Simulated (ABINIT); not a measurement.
# GePbSe3 (Pm-3m): zone-centre phonons

Which modes does GePbSe3 (Pm-3m) have at the zone centre?

Main program and level: ABINIT 10.8.3; DFT LDA, scalar-relativistic, plane waves, HGH norm-conserving pseudopotentials.

Most raw output is cut from this account.

The structure was built from a prototype and need not be the compound's stable phase.

## Step 1: Set-up

The structure is cubic, space group Pm-3m (No. 221). The conventional cell has a = 4.920 Å, b = 4.920 Å, c = 4.920 Å, α = 90.00°, β = 90.00°, γ = 90.00°. Pb has 12 Se at 3.48 Å nearest. Ge has 6 Se at 2.46 Å nearest. Se has 2 Ge at 2.46 Å and 4 Pb at 3.48 Å nearest. Farther neighbours and most contacts between anions are not listed.

## Step 2: A probe with smearing

A first run with smearing and empty bands tells whether the crystal has a gap, which decides between fixed occupations and smearing later on.

probe.abi reads:

```
# ground state
tolvrs 1.0d-08
prtden 1
prtwf 1

# basis, mesh and filling
ecut 20.0
ixc 7
ngkpt 4 4 4
nshiftk 1
shiftk 0.0 0.0 0.0
istwfk *1
occopt 7
tsmear 0.005
nband 20
nstep 100
diemac 9.0
prtebands 0
prtgsr 0

# cell and atoms
acell 3*1.0 Angstrom
rprim 
    4.9196 0.0 0.0
    0.0 4.9196 0.0
    0.0 0.0 4.9196
ntypat 3
znucl 82 32 34
natom 5
typat 1 2 3 3 3
xred 
    0.0 0.0 0.0
    0.5 0.5 0.5
    0.5 0.5 0.0
    0.5 0.0 0.5
    0.0 0.5 0.5
pp_dirpath "./pseudo"
pseudos "Pb.hgh, Ge.hgh, Se.hgh"
```

Launch:

```
> OMP_NUM_THREADS=1 mpirun -n 4 abinit probe.abi > probe.log
```

Wall time 6.9 s (4 MPI ranks of Arm Neoverse V1, shared host); 27 s of CPU time.

This step gave:

- volume per atom: 23.81 Å³
- pressure: -0.8169 GPa
- gap on the k-mesh: 0 eV

No gap opens on this mesh, so smearing is kept; the printed pressure holds the stress of the finite basis too.

## Step 3: Rough relaxation

The typed start is rough, so a first relaxation with smearing and loose thresholds takes it towards rest cheaply.

prerelax.abi reads:

```
# relaxation
ionmov 2
optcell 2
dilatmx 1.15
chkdilatmx 0
ntime 40
tolmxf 3.0d-04
tolvrs 1.0d-10
prtwf 0
prtden 0
chksymtnons 0

# basis, mesh and filling
ecut 21.0
ecutsm 3.0
ixc 7
ngkpt 4 4 4
nshiftk 1
shiftk 0.0 0.0 0.0
istwfk *1
occopt 7
tsmear 0.005
nband 20
nstep 100
diemac 1000000.0
prtebands 0
prtgsr 0

# cell and atoms
acell 3*1.0 Angstrom
rprim 
    4.9196 0.0 0.0
    0.0 4.9196 0.0
    0.0 0.0 4.9196
ntypat 3
znucl 82 32 34
natom 5
typat 1 2 3 3 3
xred 
    0.0 0.0 0.0
    0.5 0.5 0.5
    0.5 0.5 0.0
    0.5 0.0 0.5
    0.0 0.5 0.5
pp_dirpath "./pseudo"
pseudos "Pb.hgh, Ge.hgh, Se.hgh"
```

Launch:

```
> OMP_NUM_THREADS=1 mpirun -n 4 abinit prerelax.abi > prerelax.log
```

Run time: 27 s. Hardware: 4 MPI ranks.

Relaxation path:

```tsv
step	energy less that of the first step (eV)	largest force (eV/Å)	volume (Å³)
1	0.0000	0.0000	119.07
2	-0.0002	0.0000	119.17
3	-0.0005	0.0000	119.64
```

```tsv
conventional cell, symmetrised	before	after	change
a (Å)	4.920	4.927	+0.2 %
b (Å)	4.920	4.927	+0.2 %
c (Å)	4.920	4.927	+0.2 %
volume (Å³/atom)	23.81	23.93	+0.5 %
```

Final coordinates:

```xyz
5
Lattice="4.9274 0.0000 0.0000 0.0000 4.9274 0.0000 0.0000 0.0000 4.9274" Properties=species:S:1:pos:R:3 pbc="T T T"
Pb    0.0000    0.0000    0.0000
Ge    2.4637    2.4637    2.4637
Se    2.4637    2.4637    0.0000
Se    2.4637    0.0000    2.4637
Se    0.0000    2.4637    2.4637
```

Read from the output:

```yaml
volume_per_atom: 23.93 Å³
pressure: 0.001205 GPa
```

The volume changes by +0.5 % in this run and stands +0.5 % from the first cell.

## Step 4: Relaxing the cell and atoms

The harmonic expansion needs vanishing forces, and a free crystal bears no stress, so cell and atoms are brought to rest. Stress is more sensitive to the basis than forces are: the last 3 Ha under the cutoff are smoothed with ecutsm, and the cutoff is raised above that of the later runs.

relax.abi reads:

```
# relaxation
ionmov 2
optcell 2
dilatmx 1.08
ntime 40
tolmxf 1.0d-05
tolvrs 1.0d-14
prtwf 0
prtden 0
chksymtnons 0

# basis, mesh and filling
ecut 26.0
ecutsm 3.0
ixc 7
ngkpt 6 6 6
nshiftk 1
shiftk 0.0 0.0 0.0
istwfk *1
occopt 3
tsmear 0.01
nband 20
nstep 100
diemac 1000000.0
prtebands 0
prtgsr 0

# cell and atoms
acell 3*1.0 Angstrom
rprim 
    4.927445714 0.0 0.0
    0.0 4.927445714 0.0
    0.0 0.0 4.927445714
ntypat 3
znucl 82 32 34
natom 5
typat 1 2 3 3 3
xred 
    0.0 0.0 0.0
    0.5 0.5 0.5
    0.5 0.5 0.0
    0.5 0.0 0.5
    0.0 0.5 0.5
pp_dirpath "./pseudo"
pseudos "Pb.hgh, Ge.hgh, Se.hgh"
```

Launch:

```
> OMP_NUM_THREADS=1 mpirun -n 4 abinit relax.abi > relax.log
```

Run time: 63 s. Hardware: 4 MPI ranks.

Relaxation path:

```tsv
step	energy less that of the first step (eV)	largest force (eV/Å)	volume (Å³)
1	0.0000	0.0000	119.64
2	-0.0003	0.0000	119.77
3	-0.0008	0.0000	120.34
```

```tsv
conventional cell, symmetrised	before	after	change
a (Å)	4.927	4.937	+0.2 %
b (Å)	4.927	4.937	+0.2 %
c (Å)	4.927	4.937	+0.2 %
volume (Å³/atom)	23.93	24.07	+0.6 %
```

Final coordinates:

```cif
data_structure
_symmetry_space_group_name_H-M 'P 1'
_symmetry_Int_Tables_number 1
_cell_length_a 4.9371
_cell_length_b 4.9371
_cell_length_c 4.9371
_cell_angle_alpha 90.000
_cell_angle_beta 90.000
_cell_angle_gamma 90.000
_cell_volume 120.34
loop_
_atom_site_label
_atom_site_type_symbol
_atom_site_fract_x
_atom_site_fract_y
_atom_site_fract_z
_atom_site_occupancy
Pb1 Pb 0.00000 0.00000 0.00000 1
Ge2 Ge 0.50000 0.50000 0.50000 1
Se3 Se 0.50000 0.50000 0.00000 1
Se4 Se 0.50000 0.00000 0.50000 1
Se5 Se 0.00000 0.50000 0.50000 1
```

This step gave:

* volume per atom: 24.07 Å³
* pressure: 0.002499 GPa

The volume changes by +0.6 % in this run and stands +1.1 % from the first cell.

## Step 5: Self-consistent run for the response

The response is built on these wavefunctions, so the potential is converged far more tightly than an energy would need. Smearing stays on, as the first look found no gap above 0.3 eV.

gs.abi reads:

```
# ground state
tolvrs 1.0d-16
prtden 1
prtwf 1

# basis, mesh and filling
ecut 20.0
ixc 7
ngkpt 6 6 6
nshiftk 1
shiftk 0.0 0.0 0.0
istwfk *1
occopt 3
tsmear 0.01
nband 20
nstep 100
diemac 1000000.0
prtebands 0
prtgsr 0

# cell and atoms
acell 3*1.0 Angstrom
rprim 
    4.937062759 0.0 0.0
    0.0 4.937062759 0.0
    0.0 0.0 4.937062759
ntypat 3
znucl 82 32 34
natom 5
typat 1 2 3 3 3
xred 
    0.0 0.0 0.0
    0.5 0.5 0.5
    0.5 0.5 0.0
    0.5 0.0 0.5
    0.0 0.5 0.5
pp_dirpath "./pseudo"
pseudos "Pb.hgh, Ge.hgh, Se.hgh"
```

Launch:

```
> OMP_NUM_THREADS=1 mpirun -n 4 abinit gs.abi > gs.log
```

It took 15 s on 4 MPI ranks.

Numbers from this step:

```yaml
pressure: -1.070 GPa
```

The cell stands at -1.1 GPa: the relaxation ran with a smoothed and higher cutoff, and the difference is a stress of the finite basis.

## Step 6: Zone-centre response

At q = 0 one unit cell holds all displacements. The response is solved for single atoms along the cell's directions, and symmetry skips those that follow from others. The crystal is treated as a metal, which screens a static field, so no field response is asked.

dfpt_gamma.abi reads:

```

# common to the responses
getwfk_filepath "gso_WFK"
kptopt 2
nqpt 1
qpt 0.0 0.0 0.0
asr 0
chneut 0

# displacements
rfphon 1
rfatpol 1 5
rfdir 1 1 1
tolvrs 1.0d-10
prtwf 0

# basis, mesh and filling
ecut 20.0
ixc 7
ngkpt 6 6 6
nshiftk 1
shiftk 0.0 0.0 0.0
istwfk *1
occopt 3
tsmear 0.01
nband 20
nstep 100
diemac 1000000.0
prtebands 0
prtgsr 0

# cell and atoms
acell 3*1.0 Angstrom
rprim 
    4.937062759 0.0 0.0
    0.0 4.937062759 0.0
    0.0 0.0 4.937062759
ntypat 3
znucl 82 32 34
natom 5
typat 1 2 3 3 3
xred 
    0.0 0.0 0.0
    0.5 0.5 0.5
    0.5 0.5 0.0
    0.5 0.0 0.5
    0.0 0.5 0.5
pp_dirpath "./pseudo"
pseudos "Pb.hgh, Ge.hgh, Se.hgh"
```

Launch:

```
> OMP_NUM_THREADS=1 mpirun -n 4 abinit dfpt_gamma.abi > dfpt_gamma.log
```

The job ended after 2 min (4 MPI ranks).

Read from the output:

```yaml
largest_acoustic_frequency_at_the_zone_centre_before_the_sum_rule: 2.98 cm⁻¹
highest_optical_zone_centre_mode_no_lo_to_term: 197.6 cm⁻¹
lowest_optical_zone_centre_mode: -94.51 cm⁻¹
```

The acoustic modes at Γ come out as far as 3.0 cm⁻¹ from zero, where they should vanish, a small numerical error. The lowest optical mode is imaginary, 95i cm⁻¹, an instability at this level and on this k mesh.

## Step 7: Modes with the sum rule

anaddb reads the merged derivatives and imposes the acoustic sum rule.

anaddb.abi reads:

```
ddb_filepath "gamma_DDB"
output_file "anaddb.abo"
outdata_prefix "anaddb"
asr 1
chneut 1
enunit 2
eivec 1
nph1l 1
qph1l 0.0 0.0 0.0 1.0
```

mrgddb.in reads:

```
gamma_DDB
merged
2
dfpt_gammao_DDB
gso_DDB
```

Launch:

```
> mrgddb < mrgddb.in > mrgddb.log
> OMP_NUM_THREADS=1 anaddb anaddb.abi > anaddb.log
```

It took 0.52 s on 1 thread.

Numbers from this step:

* lowest optical zone-centre mode: -94.58 cm⁻¹

No LO-TO term; unit eigenvectors of the mass-weighted matrix, from anaddb's displacements. Modes at Γ, with each element's share of the kinetic energy (negative means imaginary):

```tsv
mode	frequency (cm⁻¹)	symmetry	Pb %	Ge %	Se %
1	-94.6	T1u	23	13	64
2	-94.6	T1u	23	13	64
3	-94.6	T1u	23	13	64
4	-70.2	T2u	0	0	100
5	-70.2	T2u	0	0	100
6	-70.2	T2u	0	0	100
7	-40.3	T1u	37	47	16
8	-40.3	T1u	37	47	16
9	-40.3	T1u	37	47	16
10	0.0	acoustic	40	14	46
11	0.0	acoustic	40	14	46
12	0.0	acoustic	40	14	46
13	197.6	T1u	0	26	74
14	197.6	T1u	0	26	74
15	197.6	T1u	0	26	74
```

Displacements in mode 1 (-94.6 cm⁻¹), the largest set to 1:
```
Pb1  0.00  0.00  0.52
Ge2  0.00  0.00  0.67
Se3  0.00  0.00  0.02
Se4  0.00  0.00 -1.00
Se5  0.00  0.00 -1.00
```

Displacements in mode 7 (-40.3 cm⁻¹), the largest set to 1:
```
Pb1  0.00  0.00  0.53
Ge2  0.00  0.00 -1.00
Se3  0.00  0.00 -0.55
Se4  0.00  0.00  0.04
Se5  0.00  0.00  0.04
```

The rule moves no optical mode by more than 0.2 cm⁻¹.

## Step 8: Outcome

```yaml
space_group_after_relaxation: Pm-3m
volume_per_atom: 24.1 Å³
highest_optical_zone_centre_mode_no_lo_to_term: 197.6 cm⁻¹
lowest_optical_zone_centre_mode: -94.6 cm⁻¹
imaginary_optical_modes_at_the_zone_centre_no_q_mesh_in_this_session: yes
```

**Reading.** At the LDA level the optical modes of GePbSe3 (Pm-3m) at the zone centre run from 95i to 198 cm⁻¹, so the structure is a saddle point, with 9 modes beyond 10i cm⁻¹ there. The base run prints -1.1 GPa, mostly the error of a finite basis; the relaxation, with a smoothed and higher cutoff, had brought the cell to rest. These are harmonic frequencies: anharmonic shifts and widths and the lattice's thermal expansion are left out. The Fermi-Dirac smearing of 0.01 Ha is an electronic temperature of 3158 K, which adds a pressure of its own and can shift the volume and soft modes. Spin-orbit coupling is left out, which can matter for the heavy elements here. The HGH files keep few electrons and have no core correction, which is cheap but rough for Ge and Pb. In a metal the frequencies hang on the k mesh and the smearing, most of all near Kohn anomalies. The structure is a hypothetical one, built on a prototype.

[Host names and launcher messages were left out of these logs when they were recorded.]

[Logs are printed without paths, hosts, clocks, repeated set-up lines and the standing remarks that a program may print on its own settings, such as how far it seeks lower states.]

[Hosts, paths, dates, database ids (printed as entryN), source tags and the programs' standing remarks are cut or masked in the printed files.]
